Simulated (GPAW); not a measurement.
# free-standing triangular Rh monolayer, spacing 2.904 A: cost and accuracy of the plane-wave cutoff

Two starts of free-standing triangular Rh monolayer, spacing 2.904 A are run at each rung of the plane-wave cutoff. Which rung is enough?

Method: revPBE; plane waves with GPAW's PAW setups, scalar-relativistic, in GPAW 26.7.0.

Most raw output is cut from this account.

**1. Set-up**

The cell holds 1 atom: 1 Rh. Cell: a = 2.904 Å, b = 2.904 Å, c = 14.000 Å, α = 90.0°, β = 90.0°, γ = 120.0°. model lattice. Vacuum lies along c.

**2. Rung 1 (250 eV), start ferro +**

The ladder starts at a low cutoff and climbs, to see from where on the results stand still.

order1.py reads:

```python
import json
import numpy as np
from ase import Atoms
from ase.parallel import paropen, parprint
from gpaw import GPAW

atoms = Atoms(['Rh'],
    cell=[[2.904, 0.0, 0.0],
         [-1.452, 2.514938, 0.0],
         [0.0, 0.0, 14.0]],
    scaled_positions=[[0.0, 0.0, 0.5]],
    pbc=True,
    magmoms=[1.0])
atoms.calc = GPAW(mode={'name': 'pw', 'ecut': 250},
    xc='revPBE',
    kpts={'size': (10, 10, 1), 'gamma': True},
    occupations={'name': 'fermi-dirac', 'width': 0.05},
    convergence={'density': 1e-05, 'energy': 1e-05},
    maxiter=200,
    symmetry={'tolerance': 1e-4},
    txt='order1.txt')
e = atoms.get_potential_energy(force_consistent=True)
res = {'free_energy': e, 'energy_sigma0': atoms.get_potential_energy(), 'fermi_energy': atoms.calc.get_fermi_level()}
res['moments'] = atoms.get_magnetic_moments().tolist()
res['total'] = atoms.get_magnetic_moment()
parprint('site moments (muB):', np.round(res['moments'], 3))
parprint(f"total moment: {res['total']:.3f} muB")
parprint(f'free energy: {e:.6f} eV')
atoms.calc.write('order1.gpw')
with paropen('results.json', 'w') as f:
    json.dump(res, f)
```

Command:

```
> OMP_NUM_THREADS=1 python3 order1.py > order1.log
```

Elapsed: 8.2 s, on 1 MPI rank of AMD EPYC 9R14 (Zen 4), shared host; peak memory 0.14 GiB.

Read from the output:

```yaml
magnetization: 1.573 μB
final_state: ferromagnetic
largest_moment: 1.416 μB
```

After 14 cycles the largest moment stands at 1.42 μB.

**3. Rung 1 (250 eV), start antiferro q=(0,1/2,0) +-**

The second start gives the energy difference between the two end states, the quantity that is followed up the ladder. Its q is in fractions of the reciprocal vectors of the first run's cell.

order2.py is the script of step 2 with these lines changed:

```diff
@@ -6,12 +6,13 @@
 
-atoms = Atoms(['Rh'],
+atoms = Atoms(['Rh', 'Rh'],
     cell=[[2.904, 0.0, 0.0],
-         [-1.452, 2.514938, 0.0],
+         [-2.904, 5.029876, 0.0],
          [0.0, 0.0, 14.0]],
-    scaled_positions=[[0.0, 0.0, 0.5]],
+    scaled_positions=[[0.0, 0.0, 0.5],
+         [0.0, 0.5, 0.5]],
     pbc=True,
-    magmoms=[1.0])
+    magmoms=[1.0, -1.0])
 atoms.calc = GPAW(mode={'name': 'pw', 'ecut': 250},
     xc='revPBE',
-    kpts={'size': (10, 10, 1), 'gamma': True},
+    kpts={'size': (10, 5, 1), 'gamma': True},
     occupations={'name': 'fermi-dirac', 'width': 0.05},
@@ -20,3 +21,3 @@
     symmetry={'tolerance': 1e-4},
-    txt='order1.txt')
+    txt='order2.txt')
 e = atoms.get_potential_energy(force_consistent=True)
@@ -28,3 +29,3 @@
 parprint(f'free energy: {e:.6f} eV')
-atoms.calc.write('order1.gpw')
+atoms.calc.write('order2.gpw')
 with paropen('results.json', 'w') as f:
```

Command:

```
> OMP_NUM_THREADS=1 python3 order2.py > order2.log
```

Run time: 29 s. Hardware: 1 MPI rank; peak memory 0.21 GiB.

This step gave:

| Item | Value |
| --- | --- |
| magnetization | 0 μB |
| final state | antiferromagnetic |
| largest moment | 0.9615 μB |

This start lies +117.0 meV a seeded atom from the first; its largest moment is 0.961 μB.

**4. Rung 2 (325 eV), start ferro +**

order1.py is the script of step 2 with these lines changed:

```diff
@@ -13,3 +13,3 @@
     magmoms=[1.0])
-atoms.calc = GPAW(mode={'name': 'pw', 'ecut': 250},
+atoms.calc = GPAW(mode={'name': 'pw', 'ecut': 325},
     xc='revPBE',
```

Command:

```
> OMP_NUM_THREADS=1 python3 order1.py > order1.log
```

Elapsed: 8 s, on 1 MPI rank; peak memory 0.16 GiB.

Read from the output:

```yaml
magnetization: 1.577 μB
final_state: ferromagnetic
largest_moment: 1.428 μB
```

The largest moment moves by +0.01 μB from rung 1, at 1.2 times its CPU time.

**5. Rung 2 (325 eV), start antiferro q=(0,1/2,0) +-**

order2.py is the script of step 3 with these lines changed:

```diff
@@ -14,3 +14,3 @@
     magmoms=[1.0, -1.0])
-atoms.calc = GPAW(mode={'name': 'pw', 'ecut': 250},
+atoms.calc = GPAW(mode={'name': 'pw', 'ecut': 325},
     xc='revPBE',
```

Command:

```
> OMP_NUM_THREADS=1 python3 order2.py > order2.log
```

The job ended after 41 s (1 MPI rank; peak memory 0.24 GiB).

This step gave:

- magnetization: 0 μB
- final state: antiferromagnetic
- largest moment: 0.9718 μB

This start lies +116.1 meV a seeded atom from the first, a change of -0.9 meV since rung 1; its largest moment is 0.972 μB.

**6. Rung 3 (400 eV), start ferro +**

order1.py is the script of step 4 with these lines changed:

```diff
@@ -13,3 +13,3 @@
     magmoms=[1.0])
-atoms.calc = GPAW(mode={'name': 'pw', 'ecut': 325},
+atoms.calc = GPAW(mode={'name': 'pw', 'ecut': 400},
     xc='revPBE',
```

Command:

```
> OMP_NUM_THREADS=1 python3 order1.py > order1.log
```

The job ended after 8.4 s (1 MPI rank; peak memory 0.17 GiB).

Numbers from this step:

- magnetization: 1.579 μB
- final state: ferromagnetic
- largest moment: 1.434 μB

The largest moment moves by +0.01 μB from rung 2, at 1.1 times its CPU time.

**7. Rung 3 (400 eV), start antiferro q=(0,1/2,0) +-**

order2.py is the script of step 5 with these lines changed:

```diff
@@ -14,3 +14,3 @@
     magmoms=[1.0, -1.0])
-atoms.calc = GPAW(mode={'name': 'pw', 'ecut': 325},
+atoms.calc = GPAW(mode={'name': 'pw', 'ecut': 400},
     xc='revPBE',
```

Command:

```
> OMP_NUM_THREADS=1 python3 order2.py > order2.log
```

Run time: 56 s. Hardware: 1 MPI rank; peak memory 0.28 GiB.

Numbers from this step:

```yaml
magnetization: 0 μB
final_state: antiferromagnetic
largest_moment: 0.9774 μB
```

This start lies +115.8 meV a seeded atom from the first, a change of -0.3 meV since rung 2; its largest moment is 0.977 μB.

**8. Rung 4 (500 eV), start ferro +**

order1.py is the script of step 6 with these lines changed:

```diff
@@ -13,3 +13,3 @@
     magmoms=[1.0])
-atoms.calc = GPAW(mode={'name': 'pw', 'ecut': 400},
+atoms.calc = GPAW(mode={'name': 'pw', 'ecut': 500},
     xc='revPBE',
```

Command:

```
> OMP_NUM_THREADS=1 python3 order1.py > order1.log
```

The job ended after 10 s (1 MPI rank; peak memory 0.19 GiB).

This step gave:

```yaml
magnetization: 1.579 μB
final_state: ferromagnetic
largest_moment: 1.435 μB
```

The largest moment is that of rung 3, at 1.2 times its CPU time.

**9. Rung 4 (500 eV), start antiferro q=(0,1/2,0) +-**

order2.py is the script of step 7 with these lines changed:

```diff
@@ -14,3 +14,3 @@
     magmoms=[1.0, -1.0])
-atoms.calc = GPAW(mode={'name': 'pw', 'ecut': 400},
+atoms.calc = GPAW(mode={'name': 'pw', 'ecut': 500},
     xc='revPBE',
```

Command:

```
> OMP_NUM_THREADS=1 python3 order2.py > order2.log
```

Run time: 69 s. Hardware: 1 MPI rank; peak memory 0.34 GiB.

This step gave:

```yaml
magnetization: 0 μB
final_state: antiferromagnetic
largest_moment: 0.9790 μB
```

This start lies +115.7 meV a seeded atom from the first, a change of -0.1 meV since rung 3; its largest moment is 0.979 μB.

**10. Rung 5 (650 eV), start ferro +**

order1.py is the script of step 8 with these lines changed:

```diff
@@ -13,3 +13,3 @@
     magmoms=[1.0])
-atoms.calc = GPAW(mode={'name': 'pw', 'ecut': 500},
+atoms.calc = GPAW(mode={'name': 'pw', 'ecut': 650},
     xc='revPBE',
```

Command:

```
> OMP_NUM_THREADS=1 python3 order1.py > order1.log
```

Run time: 17 s. Hardware: 1 MPI rank; peak memory 0.23 GiB.

Read from the output:

| Property | Result |
| --- | --- |
| magnetization | 1.579 μB |
| final state | ferromagnetic |
| largest moment | 1.435 μB |

The largest moment is that of rung 4, at 1.7 times its CPU time.

**11. Rung 5 (650 eV), start antiferro q=(0,1/2,0) +-**

order2.py is the script of step 9 with these lines changed:

```diff
@@ -14,3 +14,3 @@
     magmoms=[1.0, -1.0])
-atoms.calc = GPAW(mode={'name': 'pw', 'ecut': 500},
+atoms.calc = GPAW(mode={'name': 'pw', 'ecut': 650},
     xc='revPBE',
```

Command:

```
> OMP_NUM_THREADS=1 python3 order2.py > order2.log
```

Run time: 2 min. Hardware: 1 MPI rank; peak memory 0.45 GiB.

Read from the output:

```yaml
magnetization: 0 μB
final_state: antiferromagnetic
largest_moment: 0.9798 μB
```

This start lies +115.6 meV a seeded atom from the first, a change of -0.1 meV since rung 4; its largest moment is 0.980 μB.

**12. Rung 6 (800 eV), start ferro +**

order1.py is the script of step 10 with these lines changed:

```diff
@@ -13,3 +13,3 @@
     magmoms=[1.0])
-atoms.calc = GPAW(mode={'name': 'pw', 'ecut': 650},
+atoms.calc = GPAW(mode={'name': 'pw', 'ecut': 800},
     xc='revPBE',
```

Command:

```
> OMP_NUM_THREADS=1 python3 order1.py > order1.log
```

Wall time 18 s (1 MPI rank); peak memory 0.27 GiB.

Numbers from this step:

| Quantity | Value |
| --- | --- |
| magnetization | 1.579 μB |
| final state | ferromagnetic |
| largest moment | 1.435 μB |

The largest moment is that of rung 5, at 1.1 times its CPU time.

**13. Rung 6 (800 eV), start antiferro q=(0,1/2,0) +-**

order2.py is the script of step 11 with these lines changed:

```diff
@@ -14,3 +14,3 @@
     magmoms=[1.0, -1.0])
-atoms.calc = GPAW(mode={'name': 'pw', 'ecut': 650},
+atoms.calc = GPAW(mode={'name': 'pw', 'ecut': 800},
     xc='revPBE',
```

Command:

```
> OMP_NUM_THREADS=1 python3 order2.py > order2.log
```

Wall time 2.2 min (1 MPI rank); peak memory 0.58 GiB.

This step gave:

| Item | Value |
| --- | --- |
| magnetization | 0 μB |
| final state | antiferromagnetic |
| largest moment | 0.9799 μB |

This start lies +115.5 meV a seeded atom from the first, a change of -0.0 meV since rung 5; its largest moment is 0.980 μB.

**14. An attempt with other settings**

An input with a fault is tried, to see how the program answers.

run.py reads:

```python
import json
import numpy as np
from ase import Atoms
from ase.parallel import paropen, parprint
from gpaw import GPAW

atoms = Atoms(['Rh'],
    cell=[[2.904, 0.0, 0.0],
         [-1.452, 2.514938, 0.0],
         [0.0, 0.0, 14.0]],
    scaled_positions=[[0.0, 0.0, 0.5]],
    pbc=True,
    magmoms=[1.0])
atoms.calc = GPAW(mode={'name': 'pw', 'ecut': 550},
    xc='PBE96',
    kpts={'size': (10, 10, 1), 'gamma': True},
    occupations={'name': 'fermi-dirac', 'width': 0.05},
    convergence={'density': 1e-05, 'energy': 1e-05},
    maxiter=75,
    symmetry={'tolerance': 1e-4},
    txt='run.txt')
e = atoms.get_potential_energy(force_consistent=True)
res = {'free_energy': e, 'energy_sigma0': atoms.get_potential_energy(), 'fermi_energy': atoms.calc.get_fermi_level()}
res['moments'] = atoms.get_magnetic_moments().tolist()
res['total'] = atoms.get_magnetic_moment()
parprint('site moments (muB):', np.round(res['moments'], 3))
parprint(f"total moment: {res['total']:.3f} muB")
parprint(f'free energy: {e:.6f} eV')
atoms.calc.write('run.gpw')
with paropen('results.json', 'w') as f:
    json.dump(res, f)
```

Command:

```
> OMP_NUM_THREADS=1 python3 run.py > run.log
```

Run time: 1.3 s. Hardware: 1 MPI rank; peak memory 0.1 GiB.

The input was rejected at the start.

The program's message: “NameError: Unknown functional: PBE96.”

The fault put into the input: an unknown functional.

The functional must be one that the program lists.

**15. The rungs together**

Ladder, by row:

```csv
rung,cutoff (eV),state from the first start,state from the second start,second less first (meV a seeded atom),"moment, first (μB)","moment, second (μB)",CPU time (s)
1,250,ferromagnetic,antiferromagnetic,117,1.416,0.9615,35.73
2,325,ferromagnetic,antiferromagnetic,116.1,1.428,0.9718,48.4
3,400,ferromagnetic,antiferromagnetic,115.8,1.434,0.9774,63.95
4,500,ferromagnetic,antiferromagnetic,115.7,1.435,0.979,78.71
5,650,ferromagnetic,antiferromagnetic,115.6,1.435,0.9798,135.4
6,800,ferromagnetic,antiferromagnetic,115.5,1.435,0.9799,152.6
```

**16. Results**

```yaml
range_of_the_moment_in_the_table_first_start: 1.42 to 1.43 μB
range_of_cpu_time: 36 s to 2.5 min
range_of_the_energy_difference: 116 to 117 meV a seeded atom
first_rung_from_which_all_stay_within_5p8_mev_of_the_last: 1
```

**Reading.** From rung 1 on the result stays within 1.5 meV of the last rung, inside the margin of 5.8 meV set for it, at 23 % of the last rung's cost. The first start ends lower on every rung of the table; whether functional and cell give the true order is another question.

[Logs and program files are shortened in this print: banners, set-up blocks, solver, clock and traceback lines can be left out without a mark of their own.]

[Logs are printed without paths, hosts, clocks, repeated set-up lines and the standing remarks that a program may print on its own settings, such as how far it seeks lower states.]

[Hosts, paths, dates, database ids (printed as entryN), source tags and the programs' standing remarks are cut or masked in the printed files.]

[Where a cell is said to come from a database of computed structures, the database is the Materials Project.]
